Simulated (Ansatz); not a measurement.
# What Be2Sn (model cell, started as antifluorite) distorts into, part 2 of 2

Which phase does Be2Sn (model cell, started as antifluorite) fall into along its unstable mode, and how much energy does it gain?

Ansatz 0.2.0; DFT PBEsol, scalar-relativistic, plane waves, PAW.

So far, highest frequency on the path or at a solved wavevector (cm⁻¹): step 2 (phonons on a q mesh) 458. Also lowest frequency on the path (cm⁻¹): step 2 -116.

The structure was built from a prototype and need not be the compound's stable phase.

## (4) The mode frozen in, largest atomic shift 0.32 Å

The atoms are moved along the unstable eigenvector, the largest shift by 0.32 Å, with the cell fixed.

Input file input.yaml:

```yaml
crystal:
  lattice:
    - [0.0, 2.8806534513, 2.8806534513]
    - [-2.8806534513, 5.7613069026, -2.8806534513]
    - [-5.7613069026, -2.8806534513, 2.8806534513]
  atoms:
    - { symbol: Sn, position: [0.055923757, 0.0, 0.0] }
    - { symbol: Sn, position: [0.305923757, 0.5, 0.25] }
    - { symbol: Sn, position: [0.444076243, 0.0, 0.5] }
    - { symbol: Sn, position: [0.694076243, 0.5, 0.75] }
    - { symbol: Be, position: [0.6410495978, 0.875, 0.8125] }
    - { symbol: Be, position: [0.8726673925, 0.375, 0.0625] }
    - { symbol: Be, position: [-0.0160495978, 0.875, 0.3125] }
    - { symbol: Be, position: [0.2523326075, 0.375, 0.5625] }
    - { symbol: Be, position: [0.7660495978, 0.625, 0.4375] }
    - { symbol: Be, position: [0.8773326075, 0.125, 0.6875] }
    - { symbol: Be, position: [0.1089504022, 0.625, 0.9375] }
    - { symbol: Be, position: [0.4976673925, 0.125, 0.1875] }
kpoints:
  mp_grid: { grid: [8, 8, 6] }
hamiltonian:
  xc: pbesol
scf:
  occupations: { method: methfessel_paxton, width: 0.15 }
output:
  forces: true
  stress: true
  eigenvalues: true
```

Command:

```
> ansatz run input.yaml --threads 4 --pin off --max-ram 7168MiB --backend cpu --events-out ev --progress --plain --runs-dir out
```

Numbers of over 12 decimals in the logs are rounded to 6 here.

What it wrote:

```text
[...]
Crystal: 12 atoms, lattice volume = 191.233 Å³
Basis set: ecut = 420 eV, 3717 PW (Γ), exchange–correlation on 60×96×96 points (8 copies of the dense FFT grid, shifted against one another)
Bands: 48, of which v1, the nominal top of the filled ones, is band 36 counted from 1 (35 counted from 0)
Symmetry: 4 space group operations
[...]
k-points: 114 of 384
[...]
k-point 0: bands = [... 32 lower, 7.8069, 8.4501, 9.4642, 9.7514, 9.7747, 9.9339, 10.0424, 10.1215, ... 8 higher]
  k-point 1: bands = [... 32 lower, 7.1534, 8.4289, 8.5171, 9.3262, 9.4606, 9.8036, 9.9022, 10.2033, ... 8 higher]
  k-point 2: bands = [... 32 lower, 6.9722, 7.2190, 8.0737, 8.7880, 9.2216, 9.7356, 9.7958, 9.9190, ... 8 higher]
  k-point 113: bands = [... 32 lower, 6.5986, 6.5986, 7.1974, 7.1974, 8.7550, 8.7550, 9.7555, 9.7555, ... 8 higher]
[key lines of the parts left out:]
SCF converged after 7 iterations
Free energy (F): -24515.932484 eV
Fermi energy:    8.832451 eV
P = ⅓ Tr σ = -0.5120 GPa (-5.120 kbar)
```

The job ended after 20 s (4 threads of Arm Neoverse V2, shared host; peak memory 1 GiB; 78 s of CPU time).

This step gave:

```
pressure                         : -0.5120 GPa
energy from the undistorted cell : -16.30 meV/atom
```

The energy, extrapolated to zero smearing, is -16.30 meV/atom against the undistorted cell.

The run ends at a pressure of -0.51 GPa, with forces up to 0.47 eV/Å.

## (5) Energy along the mode, all amplitudes (two of the runs are shown above)

An imaginary frequency means negative curvature, so the energy should fall and then rise again as anharmonic terms take over.

This step gave:

```yaml
depth_at_the_lowest_point_sampled: 16.30 meV/atom
largest_atomic_shift_at_that_point: 0.32 Å
```

Energy from the parent against largest atomic shift:

```csv
largest atomic shift (Å),energy from the parent (meV/atom)
0.000,0
0.040,-0.478
0.080,-1.86
0.140,-5.27
0.220,-11.2
0.320,-16.3
0.450,-10.1
0.600,26.5
```

Displacement at unit largest shift by atom:

```csv
atom,x (Å),y (Å),z (Å),size
Sn1,0.000,0.503,0.503,0.711
Sn2,0.000,0.503,0.503,0.711
Sn3,0.000,-0.503,-0.503,0.711
Sn4,0.000,-0.503,-0.503,0.711
Be5,0.000,0.707,0.707,1.000
Be6,0.000,0.542,0.542,0.767
Be7,0.000,-0.707,-0.707,1.000
Be8,0.000,-0.542,-0.542,0.767
Be9,0.000,0.707,0.707,1.000
Be10,0.000,-0.542,-0.542,0.767
Be11,0.000,-0.707,-0.707,1.000
Be12,0.000,0.542,0.542,0.767
```

The lowest of the steps tried is at 0.32 Å, 16.3 meV/atom below the parent; the bottom of the well need not coincide with a step.

## (6) Relaxation from the frozen mode

Starting from the lowest point found, all atoms and the cell are let go, so that strain and other modes of the same symmetry can join in.

Edit input.yaml of step 4 so:

```diff
@@ -28 +28,6 @@
   eigenvalues: true
+relax:
+  adjacent_minimum: "off"
+  f_tol: 0.002
+  max_steps: 120
+  cell: { stress_tol: 0.03 }
```

What it wrote:

```text
[...]
Crystal: 12 atoms, lattice volume = 191.233 Å³
Basis set: ecut = 420 eV, 3717 PW (Γ), exchange–correlation on 60×96×96 points (8 copies of the dense FFT grid, shifted against one another)
Bands: 48, of which v1, the nominal top of the filled ones, is band 36 counted from 1 (35 counted from 0)
Symmetry: 4 space group operations
[...]
k-points: 114 of 384
[...]
SCF iter   1: F=—  HF=-24515.941922 eV  |F-HF|=—  |Δ(HF+E_count)|=         —  Δρ=3.99e-3  dr2=3.34e-2  ethr=1.77e-3  ⟨swp⟩=12.9  Hψ=37166  notcnv=0
[...]
SCF iter   7: F=-24515.932484 eV  HF=-24515.932484 eV  |F-HF|=3.92e-9  |Δ(HF+E_count)|=   3.46e-8  S|Δr|=    0.00e0  Δρ=2.52e-6  dr2=2.09e-8  ethr=1.39e-10  ⟨swp⟩=10.4  Hψ=24666  notcnv=0
SCF 1 converged in 7 iterations: F = -24515.932484 eV  dr2 = 2.09e-8
[...]
relax step   1: F+E_penalty+E_count = -24515.93248373 eV  Δ(F+E_penalty+E_count) = +0.000e0 eV  max|allowed force component| = 4.304e-1 eV/Å  Δτ_max = 0.0000 Å  P = -0.512 GPa  Ω = 191.233 Å³  (7 SCF iters, dr2 threshold 1.00e-7 eV, accepted)
Crystal: 12 atoms, lattice volume = 185.954 Å³
Basis set: ecut = 420 eV, 3623 PW (Γ), exchange–correlation on 60×96×96 points (8 copies of the dense FFT grid, shifted against one another)
[...]
SCF iter   6: F=-24516.061063 eV  HF=-24516.061064 eV  |F-HF|=2.55e-7  |Δ(HF+E_count)|=   8.07e-7  S|Δr|=    0.00e0  Δρ=1.17e-5  dr2=5.84e-7  ethr=1.67e-9  ⟨swp⟩=8.8  Hψ=24441  notcnv=0
SCF 2 converged in 6 iterations: F = -24516.061063 eV  dr2 = 5.84e-7
relax step   2: F+E_penalty+E_count = -24516.06106333 eV  Δ(F+E_penalty+E_count) = -1.286e-1 eV  max|allowed force component| = 2.760e-1 eV/Å  Δτ_max = 0.1199 Å  P = +0.648 GPa  Ω = 185.954 Å³  energy of the carried Pulay correction = +9.763e-4 eV  (6 SCF iters, dr2 threshold 1.20e-6 eV, accepted)
Crystal: 12 atoms, lattice volume = 186.042 Å³
[...]
SCF iter   5: F=-24516.144630 eV  HF=-24516.144631 eV  |F-HF|=1.15e-7  |Δ(HF+E_count)|=   1.23e-6  S|Δr|=    0.00e0  Δρ=1.69e-5  dr2=8.70e-7  ethr=1.67e-9  ⟨swp⟩=5.7  Hψ=26493  notcnv=0
SCF 3 converged in 5 iterations: F = -24516.144630 eV  dr2 = 8.70e-7
relax step   3: F+E_penalty+E_count = -24516.14463048 eV  Δ(F+E_penalty+E_count) = -8.357e-2 eV  max|allowed force component| = 1.068e-1 eV/Å  Δτ_max = 0.0721 Å  P = +0.216 GPa  Ω = 186.042 Å³  energy of the carried Pulay correction = +9.597e-4 eV  (5 SCF iters, dr2 threshold 1.20e-6 eV, accepted)
[... from here on, the SCF cycles and remarks between the steps are left out ...]
relax step   4: F+E_penalty+E_count = -24516.28913406 eV  Δ(F+E_penalty+E_count) = -1.445e-1 eV  max|allowed force component| = 1.945e-1 eV/Å  Δτ_max = 0.1963 Å  P = -0.625 GPa  Ω = 185.183 Å³  energy of the carried Pulay correction = +1.121e-3 eV  (7 SCF iters, dr2 threshold 7.13e-7 eV, accepted)
relax step   5: F+E_penalty+E_count = -24516.38638839 eV  Δ(F+E_penalty+E_count) = -9.725e-2 eV  max|allowed force component| = 1.058e-1 eV/Å  Δτ_max = 0.1827 Å  P = -0.362 GPa  Ω = 183.360 Å³  energy of the carried Pulay correction = +1.466e-3 eV  (6 SCF iters, dr2 threshold 1.20e-6 eV, accepted)
relax step   6: F+E_penalty+E_count = -24516.41910550 eV  Δ(F+E_penalty+E_count) = -3.272e-2 eV  max|allowed force component| = 6.676e-2 eV/Å  Δτ_max = 0.0528 Å  P = -0.066 GPa  Ω = 183.411 Å³  energy of the carried Pulay correction = +1.456e-3 eV  (5 SCF iters, dr2 threshold 1.20e-6 eV, accepted)
relax step   7: F+E_penalty+E_count = -24516.42261325 eV  Δ(F+E_penalty+E_count) = -3.508e-3 eV  max|allowed force component| = 6.002e-2 eV/Å  Δτ_max = 0.0249 Å  P = +0.081 GPa  Ω = 182.497 Å³  energy of the carried Pulay correction = +1.631e-3 eV  (5 SCF iters, dr2 threshold 2.79e-7 eV, accepted)
relax step   8: F+E_penalty+E_count = -24516.42491287 eV  Δ(F+E_penalty+E_count) = -2.300e-3 eV  max|allowed force component| = 3.990e-2 eV/Å  Δτ_max = 0.0189 Å  P = +0.030 GPa  Ω = 182.509 Å³  energy of the carried Pulay correction = +1.628e-3 eV  (5 SCF iters, dr2 threshold 2.25e-7 eV, accepted)
relax step   9: F+E_penalty+E_count = -24516.42574429 eV  Δ(F+E_penalty+E_count) = -8.314e-4 eV  max|allowed force component| = 1.614e-2 eV/Å  Δτ_max = 0.0101 Å  P = +0.007 GPa  Ω = 182.550 Å³  energy of the carried Pulay correction = +1.620e-3 eV  (5 SCF iters, dr2 threshold 9.95e-8 eV, accepted)
relax step  10: F+E_penalty+E_count = -24516.42621407 eV  Δ(F+E_penalty+E_count) = -4.698e-4 eV  max|allowed force component| = 3.705e-3 eV/Å  Δτ_max = 0.0083 Å  P = -0.015 GPa  Ω = 182.652 Å³  energy of the carried Pulay correction = +1.601e-3 eV  (5 SCF iters, dr2 threshold 3.28e-8 eV, accepted)
relax step  11: F+E_penalty+E_count = -24516.42622668 eV  Δ(F+E_penalty+E_count) = -1.260e-5 eV  max|allowed force component| = 4.376e-3 eV/Å  Δτ_max = 0.0039 Å  P = +0.014 GPa  Ω = 182.535 Å³  energy of the carried Pulay correction = +1.623e-3 eV  (5 SCF iters, dr2 threshold 1.38e-8 eV, rejected (line search))
relax step  12: F+E_penalty+E_count = -24516.42627573 eV  Δ(F+E_penalty+E_count) = -6.166e-5 eV  max|allowed force component| = 1.005e-3 eV/Å  Δτ_max = 0.0027 Å  P = -0.002 GPa  Ω = 182.602 Å³  energy of the carried Pulay correction = +1.611e-3 eV  (7 SCF iters, accepted)
[...]
SCF iter   5: F=-24516.425439 eV  HF=-24516.425439 eV  |F-HF|=7.28e-12  |Δ(HF+E_count)|=  1.46e-11  S|Δr|=    0.00e0  Δρ=4.58e-8  dr2=2.59e-12  ethr=1.00e-12  ⟨swp⟩=6.5  Hψ=20226  notcnv=0
SCF 13 converged in 5 iterations: F = -24516.425439 eV  dr2 = 2.59e-12
relax step  13: F+E_penalty+E_count = -24516.42543893 eV  Δ(F+E_penalty+E_count) = +8.368e-4 eV  max|allowed force component| = 1.001e-3 eV/Å  Δτ_max = 0.0000 Å  P = -0.009 GPa  Ω = 182.602 Å³  stress off target by 2.20e-2 GPa  SCF on the basis re-selected at this cell (its energy is not comparable with the rows above)  (5 SCF iters)
basis re-selected at this cell: Δ(F+E_penalty+E_count) = +8.368e-4 eV, ΔP = -0.007 GPa vs the last step (what re-selecting the basis moved, of the pressure what is left beyond the Pulay correction that the steps carried, after the strain that the cell walked since its last selection, with what the two solves' SCF thresholds leave and, on support functions, any second-order correction that the steps lacked; it is no m [...]
SCF converged after 5 iterations
[...]
Free energy (F): -24516.425439 eV
[...]
Internal energy: -24516.428345 eV  (E = F + TS)
E sigma→0 (E₀):  -24516.426166 eV
Entropy (-TS):   0.002907 eV (0.242 meV/atom)
Fermi energy:    9.553763 eV
[...]
--- Forces (eV/Å), atoms counted from 1 ---
  atom   1  Sn     0.00019356    -0.00053920    -0.00039891
  atom   2  Sn    -0.00019356    -0.00039891    -0.00053920
  atom   3  Sn     0.00019356     0.00039891     0.00053920
  atom   4  Sn    -0.00019356     0.00053920     0.00039891
  atom   5  Be    -0.00003905     0.00041386     0.00027748
  atom   6  Be     0.00051887     0.00100128    -0.00018473
  atom   7  Be    -0.00003905    -0.00027748    -0.00041386
  atom   8  Be     0.00051887     0.00018473    -0.00100128
  atom   9  Be     0.00003905     0.00027748     0.00041386
  atom  10  Be    -0.00051887    -0.00100128     0.00018473
  atom  11  Be     0.00003905    -0.00041386    -0.00027748
  atom  12  Be    -0.00051887    -0.00018473     0.00100128
  max |Σ_I F_I| component: 0.00e0 eV/Å
--- Stress (GPa, compression-positive) ---
       -0.021056       0.002051      -0.002051
        0.002051      -0.002313       0.011024
       -0.002051       0.011024      -0.002313
  P = ⅓ Tr σ = -0.0086 GPa (-0.086 kbar)
--- Band table (eV; the first three rows and the last of 114) ---
  k-point 0: bands = [... 32 lower, 7.9187, 8.7140, 9.6715, 9.7503, 10.1127, 10.3200, 10.3721, 10.6223, ... 8 higher]
  k-point 1: bands = [... 32 lower, 7.9757, 8.2877, 9.3791, 9.3876, 9.6830, 9.7707, 10.1305, 10.9629, ... 8 higher]
  k-point 2: bands = [... 32 lower, 7.2395, 8.2428, 8.6452, 8.9840, 9.1183, 9.6828, 9.8113, 10.9324, ... 8 higher]
  k-point 113: bands = [... 32 lower, 7.3252, 7.3252, 7.6569, 7.6569, 9.8342, 9.8342, 10.5895, 10.5895, ... 8 higher]
--- Relaxed structure (12 steps of the walk, 11 accepted, 1 SCFs on fresh bases) ---
  F+E_penalty+E_count = -24516.42543893 eV   max|allowed force component| = 1.001e-3 eV/Å   (the final SCF, on the basis selected at the relaxed cell)
  cell:  # Å, volume = 182.6016 Å³
    - [0.0, 3.004480, 3.004480]
    - [-2.707285, 5.628496, -2.624015]
    - [-5.533690, -2.790544, 2.790544]
  atoms:
    - { symbol: Sn, position: [0.081238, -0.00396326, -0.055535] }
    - { symbol: Sn, position: [0.327275, 0.503963, 0.305535] }
    - { symbol: Sn, position: [0.422725, -0.00396326, 0.444465] }
    - { symbol: Sn, position: [0.668762, 0.503963, 0.805535] }
    - { symbol: Be, position: [0.653114, 0.876234, 0.768116] }
    - { symbol: Be, position: [0.893420, 0.373909, 0.127228] }
    - { symbol: Be, position: [-0.029347, 0.876234, 0.268116] }
    - { symbol: Be, position: [0.232671, 0.373909, 0.627228] }
    - { symbol: Be, position: [0.779347, 0.623766, 0.481884] }
    - { symbol: Be, position: [0.856580, 0.126091, 0.622772] }
    - { symbol: Be, position: [0.096886, 0.623766, 0.981884] }
    - { symbol: Be, position: [0.517329, 0.126091, 0.122772] }
```

It took 4.4 min on 4 threads; peak memory 1.1 GiB; 17 min of CPU time.

The steps of the relaxation:

```csv
step,energy less that of the first step (eV),largest force component (eV/Å),pressure (GPa),volume (Å³)
1,0.0000,0.4304,-0.51,191.23
2,-0.1286,0.2760,0.65,185.95
3,-0.2121,0.1068,0.22,186.04
4,-0.3566,0.1945,-0.62,185.18
5,-0.4539,0.1058,-0.36,183.36
6,-0.4866,0.0668,-0.07,183.41
7,-0.4901,0.0600,0.08,182.50
8,-0.4924,0.0399,0.03,182.51
9,-0.4933,0.0161,0.01,182.55
10,-0.4937,0.0037,-0.02,182.65
11,-0.4937,0.0044,0.01,182.53
12,-0.4938,0.0010,0.00,182.60
13*,-0.4930,0.0010,-0.01,182.60
```

Relaxation steps marked * repeat the geometry before them on a plane-wave basis chosen anew for their cell, so energy and pressure can jump there. Relaxation step 11 was tried and not accepted.

The run keeps the 4 symmetry operations that it works with, so distortions that break them were not tested.

```csv
cell as run,before,after,change
a (Å),4.074,4.249,+4.3 %
b (Å),7.056,6.775,-4.0 %
c (Å),7.056,6.797,-3.7 %
α (°),99.59,100.07,+0.5 %
γ (°),73.22,71.72,-2.0 %
volume (Å³/atom),15.94,15.22,-4.5 %
```

The atoms that moved most (Å, as changes of fractional coordinates times the final cell):

```csv
atom,dx,dy,dz,length
Be10,0.355,0.124,-0.246,0.450
Be6,-0.355,-0.124,0.246,0.450
Be12,0.355,0.246,-0.124,0.450
Be8,-0.355,-0.246,0.124,0.450
Sn4,-0.318,-0.209,0.069,0.387
Sn1,0.318,0.209,-0.069,0.387
Sn2,-0.318,-0.069,0.209,0.387
Sn3,0.318,0.069,-0.209,0.387
```

The relaxed structure:

```
Sn Be
1.0
     0.00000    3.00448    3.00448
    -2.70728    5.62850   -2.62402
    -5.53369   -2.79054    2.79054
Sn Be
4 8
Direct
  0.08124 0.99604 0.94447
  0.32727 0.50396 0.30553
  0.42273 0.99604 0.44447
  0.66876 0.50396 0.80553
  0.65311 0.87623 0.76812
  0.89342 0.37391 0.12723
  0.97065 0.87623 0.26812
  0.23267 0.37391 0.62723
  0.77935 0.62377 0.48188
  0.85658 0.12609 0.62277
  0.09689 0.62377 0.98188
  0.51733 0.12609 0.12277
```

This step gave:

* pressure: -0.008561 GPa
* volume per atom: 15.22 Å³

The distorted start has space group C2/c; the relaxation ends in C2/c.

## (7) The phases reached

The phases reached along the modes that were followed are set side by side.

Energies are those of the first relaxation, on the mesh of the frozen mode; space group, volume and gap are those of the last relaxation. Phases, by row:

```csv
mode frozen in,space group,energy from parent (meV/atom),volume (Å³/atom),gap on mesh (eV),lowest zone-centre optical mode (cm⁻¹),largest shift (Å)
parent,Fm-3m,0,15.94,0,–,–
"q = (0, -0.5, -0.5), 116i cm⁻¹",Pmmn,-97.8,15.03,0,97.6,0.488
"q = (0, -0.5, -0.5), 116i cm⁻¹",Cmcm,-67.78,15.35,0,-47,0.38
"q = (0, -0.5, -0.5), 116i cm⁻¹",Pmmn,-97.8,15.03,0,97.6,0.488
"q = (0, 0.25, -0.5), 79i cm⁻¹",C2/c,-57.42,15.22,0,–,0.558
```

## (8) Outcome

| Item | Value |
| --- | --- |
| unstable mode of the parent | q = (0, 0.25, -0.5), 79i cm⁻¹ |
| depth at the lowest point sampled | 16.3 meV/atom |
| largest atomic shift at that point | 0.32 Å |
| space group reached (within 0.01 Å) | C2/c |
| energy gained over the parent (first relaxation, on the mesh of the frozen mode) | 57.4 meV/atom |
| volume per atom, phase reached | 15.2 Å³ |

In words: Along this mode the structure falls into C2/c, 57.4 meV/atom below the parent. At the parent's cell the well is 16.30 meV/atom deep on the steps tried, with its lowest point at a shift of 0.32 Å. Relaxing atoms and cell changes the gain by +41.11 meV/atom against the lowest step (energies at zero smearing). Most of the total comes from this relaxation. The modes of the phase reached were not computed on this path. Of the 4 patterns followed to their end from this parent, this one ends 40.4 meV/atom above the lowest, Pmmn. Each path keeps the symmetry of its pattern, so a lower phase may lie along a pattern not tried. With no gap, or one that is small against the smearing, the frequencies hang on the k mesh and the smearing, most of all near Kohn anomalies. Spin-orbit coupling is left out, which can matter for the heavy elements here. A phonon run warned that its eigensolver left some bands unconverged in a pass. The starting cell was built on a prototype and not taken from a measurement, so the phase need not exist.

[Logs are printed without paths, hosts, clocks, repeated set-up lines and the standing remarks that a program may print on its own settings, such as how far it seeks lower states.]

[Hosts, paths, dates, database ids (printed as entryN), source tags and the programs' standing remarks are cut or masked in the printed files.]
